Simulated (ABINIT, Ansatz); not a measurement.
# BiSb (Pm-3m): from the cell to the phonon bands

Aim: the phonon dispersion of BiSb (Pm-3m), checked by a second program.

Calculated with ABINIT 10.8.3; DFT LDA, scalar-relativistic, plane waves, HGH norm-conserving pseudopotentials.

The structure was built from a prototype and need not be the compound's stable phase.

## 1. The structure

The structure is cubic, space group Pm-3m (No. 221). Conventional cell: a = 3.806 Å, b = 3.806 Å, c = 3.806 Å, α = 90.00°, β = 90.00°, γ = 90.00°. Sb has 8 Bi at 3.30 Å nearest. Nearest to Bi lie 8 Sb at 3.30 Å. Farther neighbours are not listed.

## 2. Relaxing the cell and atoms

The harmonic expansion needs vanishing forces, and a free crystal bears no stress, so cell and atoms are brought to rest. Stress is more sensitive to the basis than forces are: the last 3 Ha under the cutoff are smoothed with ecutsm, and the cutoff is raised above that of the later runs.

The starting cell comes from a relaxation made beforehand in Ansatz (LDA, PseudoDojo NC).

Contents of relax.abi:

```
# relaxation
ionmov 2
optcell 2
dilatmx 1.08
ntime 40
tolmxf 1.0d-05
tolvrs 1.0d-14
prtwf 0
prtden 0
chksymtnons 0

# basis, mesh and filling
ecut 26.0
ecutsm 3.0
ixc 7
ngkpt 8 8 8
nshiftk 1
shiftk 0.0 0.0 0.0
istwfk *1
occopt 7
tsmear 0.01
nband 11
nstep 100
diemac 1000000.0
prtebands 0
prtgsr 0
useylm 1

# cell and atoms
acell 3*1.0 Angstrom
rprim 
    3.805986654 0.0 0.0
    0.0 3.805986654 0.0
    0.0 0.0 3.805986654
ntypat 2
znucl 51 83
natom 2
typat 1 2
xred 
    0.0 0.0 0.0
    0.5 0.5 0.5
pp_dirpath "./pseudo"
pseudos "Sb.hgh, Bi.hgh"
```

The run is started by

```
$ OMP_NUM_THREADS=1 mpirun -n 4 abinit relax.abi > relax.log
```

Numbers of over 12 decimals in the logs are rounded to 6 here.

relax.abo, the main output file:

```text
[banners, grids, parts of the stress and lines that vanish by symmetry left out]
- input  file    -> relax.abi
- output file    -> relax.abo
- root for input  files -> relaxi
[...]
Symmetries : space group Pm -3 m (#221); Bravais cP (primitive cubic)
[...]
mpw =        3016          nfft =       46656          nkpt =          35
[...]
== DATASET  1 ==================================================================
[...]
cutoff_energies: {ecut:  26.0, pawecutdg:  -1.0, }
[...]
Exchange-correlation functional for the present dataset will be:
  LDA: Perdew-Wang 92 LSD fit to Ceperley-Alder data - ixc=7
[...]
ETOT  1  -11.206549469125    -1.121E+01 3.555E-02 5.189E+01
 ETOT  2  -11.221565539180    -1.502E-02 1.293E-03 1.503E+00
 ETOT  3  -11.221834243171    -2.687E-04 5.962E-04 2.156E-01
 ETOT  4  -11.221874353907    -4.011E-05 9.253E-04 7.760E-04
 ETOT  5  -11.221874486476    -1.326E-07 2.081E-04 1.242E-05
[...]
At SCF step   10       vres2   =  6.56E-18 < tolvrs=  1.00E-14 =>converged.
[...]
sigma(1 1)= -6.59684815E-06  sigma(3 2)=  0.00000000E+00
  sigma(2 2)= -6.59684815E-06  sigma(3 1)=  0.00000000E+00
  sigma(3 3)= -6.59684815E-06  sigma(2 1)=  0.00000000E+00
[...]
convergence: {deltae:  1.670E-13, res2:  6.563E-18, residm:  9.550E-05, diffor: null, }
etotal    :  -1.12218745E+01
[...]
ETOT  1  -11.221875792099    -1.122E+01 1.127E-04 1.899E-05
[...]
At SCF step    6       vres2   =  2.00E-15 < tolvrs=  1.00E-14 =>converged.
[...]
sigma(1 1)= -5.22727100E-06  sigma(3 2)=  0.00000000E+00
  sigma(2 2)= -5.22727100E-06  sigma(3 1)=  0.00000000E+00
  sigma(3 3)= -5.22727100E-06  sigma(2 1)=  0.00000000E+00
[...]
convergence: {deltae:  1.084E-13, res2:  2.004E-15, residm:  8.557E-05, diffor: null, }
etotal    :  -1.12218758E+01
[...]
ETOT  1  -11.221877969034    -1.122E+01 5.066E-05 2.789E-04
[...]
ETOT  6  -11.221878011316    -6.040E-14 6.877E-06 2.990E-14
 ETOT  7  -11.221878011316     5.151E-14 3.517E-06 2.091E-16
 At SCF step    7       vres2   =  2.09E-16 < tolvrs=  1.00E-14 =>converged.
[...]
sigma(1 1)= -1.99561691E-08  sigma(3 2)=  0.00000000E+00
  sigma(2 2)= -1.99561691E-08  sigma(3 1)=  0.00000000E+00
  sigma(3 3)= -1.99561691E-08  sigma(2 1)=  0.00000000E+00
[...]
convergence: {deltae:  5.151E-14, res2:  2.091E-16, residm:  3.517E-06, diffor: null, }
etotal    :  -1.12218780E+01
[...]
At Broyd/MD step   3, gradients are converged :
[...]
sigma(1 1)= -1.99561691E-08  sigma(3 2)=  0.00000000E+00
  sigma(2 2)= -1.99561691E-08  sigma(3 1)=  0.00000000E+00
  sigma(3 3)= -1.99561691E-08  sigma(2 1)=  0.00000000E+00
[...]
- sigma(1 1)= -5.87130766E-04  sigma(3 2)=  0.00000000E+00
- sigma(2 2)= -5.87130766E-04  sigma(3 1)=  0.00000000E+00
- sigma(3 3)= -5.87130767E-04  sigma(2 1)=  0.00000000E+00
[...]
fcart     -0.0000000000E+00 -0.0000000000E+00 -0.0000000000E+00
           strten     -1.9956169130E-08 -1.9956169130E-08 -1.9956169134E-08
================================================================================

[key lines of the parts left out:]
pressure_GPa:   5.8713E-04
Total energy (etotal) [Ha]= -1.12218780113161E+01
```

It took 14 s on 4 MPI ranks of Arm Neoverse V2, shared host; 56 s of CPU time.

Little changed from the start: no atom moved by 0.005 Å and no cell edge by 0.1 %.

Read from the output:

* volume per atom: 27.64 Å³
* pressure: 5.87e-4 GPa
* gap on the k-mesh: 0 eV

The volume changes by +0.3 % from the cell with which this run began.

## 3. Ground state

The response is built on these wavefunctions, so the potential is converged far more tightly than an energy would need. Occupations are smeared.

Contents of gs.abi:

```
# ground state
tolvrs 1.0d-16
prtden 1
prtwf 1

# basis, mesh and filling
ecut 20.0
ixc 7
ngkpt 8 8 8
nshiftk 1
shiftk 0.0 0.0 0.0
istwfk *1
occopt 7
tsmear 0.01
nband 11
nstep 100
diemac 1000000.0
prtebands 0
prtgsr 0
useylm 1

# cell and atoms
acell 3*1.0 Angstrom
rprim 
    3.809622963 0.0 0.0
    0.0 3.809622963 0.0
    0.0 0.0 3.809622963
ntypat 2
znucl 51 83
natom 2
typat 1 2
xred 
    0.0 0.0 0.0
    0.5 0.5 0.5
pp_dirpath "./pseudo"
pseudos "Sb.hgh, Bi.hgh"
```

The run is started by

```
$ OMP_NUM_THREADS=1 mpirun -n 4 abinit gs.abi > gs.log
```

gs.abo, the main output file:

```text
[banners, grids, parts of the stress and lines that vanish by symmetry left out]
- input  file    -> gs.abi
- output file    -> gs.abo
- root for input  files -> gsi
[...]
Symmetries : space group Pm -3 m (#221); Bravais cP (primitive cubic)
[...]
mpw =        1628          nfft =       27000          nkpt =          35
[...]
== DATASET  1 ==================================================================
[...]
cutoff_energies: {ecut:  20.0, pawecutdg:  -1.0, }
[...]
Exchange-correlation functional for the present dataset will be:
  LDA: Perdew-Wang 92 LSD fit to Ceperley-Alder data - ixc=7
[...]
ETOT  1  -11.206870538728    -1.121E+01 3.478E-02 2.995E+01
 ETOT  2  -11.221476939268    -1.461E-02 2.814E-03 8.659E-01
 ETOT  3  -11.221744293022    -2.674E-04 1.117E-03 1.245E-01
 ETOT  4  -11.221784399453    -4.011E-05 5.729E-04 4.910E-04
 ETOT  5  -11.221784545233    -1.458E-07 2.391E-04 8.130E-06
[...]
ETOT  9  -11.221784547948    -7.816E-14 1.435E-04 2.866E-15
 ETOT 10  -11.221784547948     4.619E-14 9.434E-05 9.438E-18
 At SCF step   10       vres2   =  9.44E-18 < tolvrs=  1.00E-16 =>converged.
[...]
sigma(1 1)=  1.68225056E-06  sigma(3 2)=  0.00000000E+00
  sigma(2 2)=  1.68225056E-06  sigma(3 1)=  0.00000000E+00
  sigma(3 3)=  1.68225056E-06  sigma(2 1)=  0.00000000E+00
[...]
convergence: {deltae:  4.619E-14, res2:  9.438E-18, residm:  9.434E-05, diffor: null, }
etotal    :  -1.12217845E+01
[...]
sigma(1 1)=  1.68225056E-06  sigma(3 2)=  0.00000000E+00
  sigma(2 2)=  1.68225056E-06  sigma(3 1)=  0.00000000E+00
  sigma(3 3)=  1.68225056E-06  sigma(2 1)=  0.00000000E+00
[...]
- sigma(1 1)=  4.94935203E-02  sigma(3 2)=  0.00000000E+00
- sigma(2 2)=  4.94935203E-02  sigma(3 1)=  0.00000000E+00
- sigma(3 3)=  4.94935203E-02  sigma(2 1)=  0.00000000E+00
[...]
fcart     -0.0000000000E+00 -0.0000000000E+00 -0.0000000000E+00
           strten      1.6822505631E-06  1.6822505631E-06  1.6822505631E-06
================================================================================

[key lines of the parts left out:]
pressure_GPa:  -4.9494E-02
```

Run time: 4.2 s. Hardware: 4 MPI ranks.

Read from the output:

```yaml
pressure: -0.04949 GPa
```

The cell stands at -0.049 GPa, close enough for phonons.

## 4. Linear response at Γ

At q = 0 one unit cell holds all displacements. The response is solved for single atoms along the cell's directions, and symmetry skips those that follow from others. The crystal is treated as a metal, which screens a static field, so no field response is asked.

Contents of dfpt_gamma.abi:

```

# common to the responses
getwfk_filepath "gso_WFK"
kptopt 2
nqpt 1
qpt 0.0 0.0 0.0
asr 0
chneut 0

# displacements
rfphon 1
rfatpol 1 2
rfdir 1 1 1
tolvrs 1.0d-10
prtwf 0
prtpot 1

# basis, mesh and filling
ecut 20.0
ixc 7
ngkpt 8 8 8
nshiftk 1
shiftk 0.0 0.0 0.0
istwfk *1
occopt 7
tsmear 0.01
nband 11
nstep 100
diemac 1000000.0
prtebands 0
prtgsr 0
useylm 1

# cell and atoms
acell 3*1.0 Angstrom
rprim 
    3.809622963 0.0 0.0
    0.0 3.809622963 0.0
    0.0 0.0 3.809622963
ntypat 2
znucl 51 83
natom 2
typat 1 2
xred 
    0.0 0.0 0.0
    0.5 0.5 0.5
pp_dirpath "./pseudo"
pseudos "Sb.hgh, Bi.hgh"
```

The run is started by

```
$ OMP_NUM_THREADS=1 mpirun -n 4 abinit dfpt_gamma.abi > dfpt_gamma.log
```

dfpt_gamma.abo, the main output file:

```text
[banners, grids, parts of the stress and lines that vanish by symmetry left out]
- input  file    -> dfpt_gamma.abi
- output file    -> dfpt_gamma.abo
- root for input  files -> dfpt_gammai
- root for output files -> dfpt_gammao

 Symmetries : space group Pm -3 m (#221); Bravais cP (primitive cubic)
================================================================================
 Values of the parameters that define the memory need of the present run (RF).
     intxc =       0      iscf =       7    lmnmax =      14     lnmax =       6
     mgfft =      30  mpssoang =       3    mqgrid =    3001     natom =       2
  nloc_mem =       1    nspden =       1   nspinor =       1    nsppol =       1
      nsym =      48    n1xccc =       0    ntypat =       2    occopt =       7
   xclevel =       1
-    mband =          11        mffmem =           1         mkmem =          65
-   mkqmem =          65        mk1mem =          65           mpw =        1628
      nfft =       27000          nkpt =         260
- my_mband =          11
================================================================================
================================================================================

--------------------------------------------------------------------------------
------------- Echo of variables that govern the present computation ------------
--------------------------------------------------------------------------------
-
- outvars: echo of selected default values
-   iomode0 =  0 , fftalg0 =312 , wfoptalg0 =  0
-
- outvars: echo of global parameters not present in the input file
-  max_nthreads =    1
-
 -outvars: echo values of preprocessed input variables
 [... echo left out ...]
================================================================================

 chkinp: Checking input parameters for consistency.

[...]
== DATASET  1 ==================================================================
-   mpi_nproc: 4, omp_nthreads: 1 (-1 if OMP is not activated)

--- !DatasetInfo
iteration_state: {dtset: 1, }
dimensions: {natom: 2, nkpt: 260, mband: 11, nsppol: 1, nspinor: 1, nspden: 1, mpw: 1628, }
cutoff_energies: {ecut:  20.0, pawecutdg:  -1.0, }
electrons: {nelect:   1.00000000E+01, charge:   0.00000000E+00, occopt:   7.00000000E+00, tsmear:   1.00000000E-02, }
meta: {optdriver: 1, rfphon: 1, }
...

 mkfilename: getwfk from: gso_WFK

 Exchange-correlation functional for the present dataset will be:
  LDA: Perdew-Wang 92 LSD fit to Ceperley-Alder data - ixc=7
 Citation for XC functional:
  J.P.Perdew and Y.Wang, PRB 45, 13244 (1992)

 Real(R)+Recip(G) space primitive vectors, cartesian coordinates (Bohr,Bohr^-1):
 R(1)=  7.1991440  0.0000000  0.0000000  G(1)=  0.1389054  0.0000000  0.0000000
 R(2)=  0.0000000  7.1991440  0.0000000  G(2)=  0.0000000  0.1389054  0.0000000
 R(3)=  0.0000000  0.0000000  7.1991440  G(3)=  0.0000000  0.0000000  0.1389054
 Unit cell volume ucvol=  3.7311490E+02 bohr^3
 Angles (23,13,12)=  9.00000000E+01  9.00000000E+01  9.00000000E+01 degrees
 setup1 : take into account q-point for computing boxcut.

 getcut: wavevector=  0.0000  0.0000  0.0000  ngfft=  30  30  30
         ecut(hartree)=     20.000   => boxcut(ratio)=   2.06995

--- Pseudopotential description ------------------------------------------------
- pspini: atom type   1  psp file is ./pseudo/Sb.hgh

- pspini: atom type   2  psp file is ./pseudo/Bi.hgh

   6.73387265E+02                                ecore*ucvol(ha*bohr**3)
--------------------------------------------------------------------------------

 ==>  initialize data related to q vector <==

 The list of irreducible perturbations for this q vector is:
    1)    idir= 1    ipert=   1
    2)    idir= 1    ipert=   2

[...]
The perturbation idir=   2  ipert=   1 is
 symmetric of a previously calculated perturbation.
 So, its SCF calculation is not needed.

 The perturbation idir=   3  ipert=   1 is
 symmetric of a previously calculated perturbation.
 So, its SCF calculation is not needed.

 The perturbation idir=   2  ipert=   2 is
 symmetric of a previously calculated perturbation.
 So, its SCF calculation is not needed.

 The perturbation idir=   3  ipert=   2 is
 symmetric of a previously calculated perturbation.
 So, its SCF calculation is not needed.

--------------------------------------------------------------------------------
 Perturbation wavevector (in red.coord.)   0.000000  0.000000  0.000000
 Perturbation : displacement of atom   1   along direction   1
 Found     8 symmetries that leave the perturbation invariant.

[...]
dfpt_looppert : total number of electrons, from k and k+q
  fully or partially occupied states are    1.000000E+01 and    1.000000E+01.
 Initialisation of the first-order wave-functions :
  ireadwf=   0

--- !BeginCycle
iteration_state: {dtset: 1, }
solver: {iscf: 7, nstep: 100, nline: 4, wfoptalg: 0, }
tolerances: {tolvrs: 1.00E-10, }
...

     iter   2DEtotal(Ha)        deltaE(Ha) residm    vres2
-ETOT  1   19.320848987119     -8.825E+01 5.167E+00 3.536E+04
 ETOT  2 -5.09109702874824E-02 -1.937E+01 5.376E-01 1.604E+02
 ETOT  3 -0.126922     -7.601E-02 9.659E-01 5.113E+00
 ETOT  4 -0.129409     -2.487E-03 2.158E-01 6.085E-03
 ETOT  5 -0.129411     -2.454E-06 4.608E-01 2.333E-05
[...]
At SCF step    9       vres2   =  5.02E-13 < tolvrs=  1.00E-10 =>converged.
[...]
Mean square residual over all n,k,spin=   74.301E-06; max=  49.996E-03

 Thirteen components of 2nd-order total energy (hartree) are
 1,2,3: 0th-order hamiltonian combined with 1st-order wavefunctions
     kin0=   8.81522535E+01 eigvalue=   3.23382922E+00  local=  -2.14434815E+01
 4,5,6: 1st-order hamiltonian combined with 1st and 0th-order wfs
 loc psp =  -1.05067581E+02  Hartree=   1.86887835E+01     xc=  -1.02366687E+01
 note that "loc psp" includes a xc core correction that could be resolved
 7,8,9: eventually, occupation + non-local contributions
    edocc=   1.04124115E+01     enl0=   1.88977164E+01   enl1=  -1.10342107E+02
 1-9 gives the relaxation energy (to be shifted if some occ is /=2.0)
   erelax=  -1.07704844E+02
 10,11,12 Non-relaxation  contributions : frozen-wavefunctions and Ewald
 fr.local=   3.89451880E+01 fr.nonlo=   5.40841049E+01  Ewald=   1.45461397E+01
 13,14 Frozen wf xc core corrections (1) and (2)
 frxc 1  =   0.00000000E+00  frxc 2 =   0.00000000E+00
 Resulting in :
 2DEtotal=   -0.1294113102E+00 Ha. Also 2DEtotal=   -0.352146114692E+01 eV
    (2DErelax=   -1.0770484398E+02 Ha. 2DEnonrelax=    1.0757543267E+02 Ha)
    (  non-var. 2DEtotal :   -1.2941126289E-01 Ha)

[...]
Perturbation wavevector (in red.coord.)   0.000000  0.000000  0.000000
 Perturbation : displacement of atom   2   along direction   1
 Found     8 symmetries that leave the perturbation invariant.

--------------------------------------------------------------------------------

--------------------------------------------------------------------------------

 dfpt_looppert : total number of electrons, from k and k+q
  fully or partially occupied states are    1.000000E+01 and    1.000000E+01.
 Initialisation of the first-order wave-functions :
  ireadwf=   0

--- !BeginCycle
iteration_state: {dtset: 1, }
solver: {iscf: 7, nstep: 100, nline: 4, wfoptalg: 0, }
tolerances: {tolvrs: 1.00E-10, }
...

     iter   2DEtotal(Ha)        deltaE(Ha) residm    vres2
-ETOT  1   15.610693765543     -7.602E+01 1.972E+00 2.955E+04
[...]
ETOT  7 -0.130517     -5.360E-11 6.652E-03 1.084E-08
 ETOT  8 -0.130517     -7.873E-12 1.491E-03 9.638E-11

 At SCF step    8       vres2   =  9.64E-11 < tolvrs=  1.00E-10 =>converged.
[...]
Mean square residual over all n,k,spin=   24.120E-07; max=  14.908E-04

 Thirteen components of 2nd-order total energy (hartree) are
 1,2,3: 0th-order hamiltonian combined with 1st-order wavefunctions
     kin0=   7.53340579E+01 eigvalue=   4.33113343E+00  local=  -1.58367912E+01
 4,5,6: 1st-order hamiltonian combined with 1st and 0th-order wfs
 loc psp =  -1.01519600E+02  Hartree=   1.61037166E+01     xc=  -8.81408388E+00
 note that "loc psp" includes a xc core correction that could be resolved
 7,8,9: eventually, occupation + non-local contributions
    edocc=   1.00201727E+01     enl0=   1.06266907E+01   enl1=  -8.20101937E+01
 1-9 gives the relaxation energy (to be shifted if some occ is /=2.0)
   erelax=  -9.17648974E+01
 10,11,12 Non-relaxation  contributions : frozen-wavefunctions and Ewald
 fr.local=   3.67365479E+01 fr.nonlo=   4.03516933E+01  Ewald=   1.45461397E+01
 13,14 Frozen wf xc core corrections (1) and (2)
 frxc 1  =   0.00000000E+00  frxc 2 =   0.00000000E+00
 Resulting in :
 2DEtotal=   -0.1305165074E+00 Ha. Also 2DEtotal=   -0.355153509373E+01 eV
    (2DErelax=   -9.1764897425E+01 Ha. 2DEnonrelax=    9.1634380918E+01 Ha)
    (  non-var. 2DEtotal :   -1.3051590141E-01 Ha)

[...]
---- first-order wavefunction calculations are completed ----

 ==> Compute Derivative Database <==

 [... matrices left out ...]
  Phonon wavevector (reduced coordinates) :  0.00000  0.00000  0.00000
 Phonon energies in Hartree :
  -1.337465E-04 -1.337465E-04 -1.337465E-04  5.209382E-06  5.209382E-06
   5.209383E-06
 Phonon frequencies in cm-1    :
- -2.935397E+01 -2.935397E+01 -2.935397E+01  1.143327E+00  1.143327E+00
-  1.143327E+00

== END DATASET(S) ==============================================================
================================================================================

 -outvars: echo values of variables after computation
            acell      1.8897261259E+00  1.8897261259E+00  1.8897261259E+00 Bohr
           etotal     -1.3051650738E-01
            fcart      0.0000000000E+00  0.0000000000E+00  0.0000000000E+00
           strten      0.0000000000E+00  0.0000000000E+00  0.0000000000E+00
================================================================================
```

The job ended after 13 s (4 MPI ranks; 50 s of CPU time).

Numbers from this step:

```yaml
largest_acoustic_frequency_at_the_zone_centre_before_the_sum_rule: 1.14 cm⁻¹
highest_optical_zone_centre_mode_no_lo_to_term: -29.35 cm⁻¹
lowest_optical_zone_centre_mode: -29.35 cm⁻¹
```

The acoustic modes at Γ come out as far as 1.1 cm⁻¹ from zero, where they should vanish, a small numerical error. The lowest optical mode is imaginary, 29i cm⁻¹, an instability at this level and on this k mesh.

[end of part 1 of 3]

[Host names and launcher messages were left out of these logs when they were recorded.]

[Logs are printed without paths, hosts, clocks, repeated set-up lines and the standing remarks that a program may print on its own settings, such as how far it seeks lower states.]

[Hosts, paths, dates, database ids (printed as entryN), source tags and the programs' standing remarks are cut or masked in the printed files.]
